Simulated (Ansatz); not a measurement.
An input for Ansatz 0.2.0 (ZnAs2 (P2_1/c)):

```yaml
crystal:
  lattice:
    - [9.2730411088, 0.0, -0.0198761717]
    - [0.0, 7.6905969307, 0.0]
    - [-1.7178316645, 0.0, 7.829252005]
  atoms:
    - { symbol: Zn, position: [0.3888291532, 0.1001674945, 0.2234626021] }
    - { symbol: Zn, position: [0.6111708468, 0.6001674945, 0.2765373979] }
    - { symbol: Zn, position: [0.6111708468, 0.8998325055, 0.7765373979] }
    - { symbol: Zn, position: [0.3888291532, 0.3998325055, 0.7234626021] }
    - { symbol: Zn, position: [0.0817283787, 0.7494270172, 0.3944685647] }
    - { symbol: Zn, position: [0.9182716213, 0.2494270172, 0.1055314353] }
    - { symbol: Zn, position: [0.9182716213, 0.2505729828, 0.6055314353] }
    - { symbol: Zn, position: [0.0817283787, 0.7505729828, 0.8944685647] }
    - { symbol: As, position: [0.2434888329, 0.4920717767, 0.4365309778] }
    - { symbol: As, position: [0.7565111671, 0.9920717767, 0.0634690222] }
    - { symbol: As, position: [0.7565111671, 0.5079282233, 0.5634690222] }
    - { symbol: As, position: [0.2434888329, 0.0079282233, 0.9365309778] }
    - { symbol: As, position: [0.3851328523, 0.4241850268, 0.2194135364] }
    - { symbol: As, position: [0.6148671477, 0.9241850268, 0.2805864636] }
    - { symbol: As, position: [0.6148671477, 0.5758149732, 0.7805864636] }
    - { symbol: As, position: [0.3851328523, 0.0758149732, 0.7194135364] }
    - { symbol: As, position: [0.0669387392, 0.2562101156, 0.3925239315] }
    - { symbol: As, position: [0.9330612608, 0.7562101156, 0.1074760685] }
    - { symbol: As, position: [0.9330612608, 0.7437898844, 0.6074760685] }
    - { symbol: As, position: [0.0669387392, 0.2437898844, 0.8925239315] }
    - { symbol: As, position: [0.2374508951, 0.0129824993, 0.4328755505] }
    - { symbol: As, position: [0.7625491049, 0.5129824993, 0.0671244495] }
    - { symbol: As, position: [0.7625491049, 0.9870175007, 0.5671244495] }
    - { symbol: As, position: [0.2374508951, 0.4870175007, 0.9328755505] }
kpoints:
  mp_grid: { grid: [2, 2, 2] }
  band_path:
    path:
      - [0.0, 0.0, 0.0]
      - [0.0, 0.5, 0.0]
      - [0.0, 0.5, 0.5]
      - [0.0, 0.0, 0.5]
      - [-0.5, 0.0, 0.5]
      - [-0.5, 0.5, 0.5]
      - [-0.5, 0.5, 0.0]
      - [-0.5, 0.0, 0.0]
    npoints: 1
hamiltonian:
  xc: hse06
scf:
  occupations: { method: fixed }
  n_extra_bands: 12
output:
  eigenvalues: true
  write_density: true
  write_potential: true
  elf: true
  volumetric_format: npy
```

```sh
ansatz run input.yaml --threads 3 --pin off --max-ram 92160MiB --backend cuda --events-out ev --progress --plain --runs-dir out --devices 1 --max-vram 13GiB
```

Question: Estimate wall time and host memory on 1 × NVIDIA H100 80GB HBM3 (shared by 6 runs) with 3 threads of AMD EPYC 7R13 (Zen 3), shared host.

It took 2.7 min; on shared hardware allow 81 s to 5.4 min. Peak host memory was 2.5 GiB. The sizes that set the cost: 10895 plane waves a state, 8 irreducible k points and 22 SCF cycles.

Exact exchange couples every pair of k points and filled bands, so it costs far more than a semilocal run.

[Paths, hosts, dates, memory and timing lines, banners, echoed tables and standing remarks are left out of the program output.]

[Logs are printed without paths, hosts, clocks, repeated set-up lines and the standing remarks that a program may print on its own settings, such as how far it seeks lower states.]

[Runs of the session that timed out or met a known fault of the program may be left out.]

[Cells called generated may have been cut or substituted from an entry of the Crystallography Open Database or the Materials Project.]

[Hosts, paths, dates, database ids (printed as entryN), source tags and the programs' standing remarks are cut or masked in the printed files.]
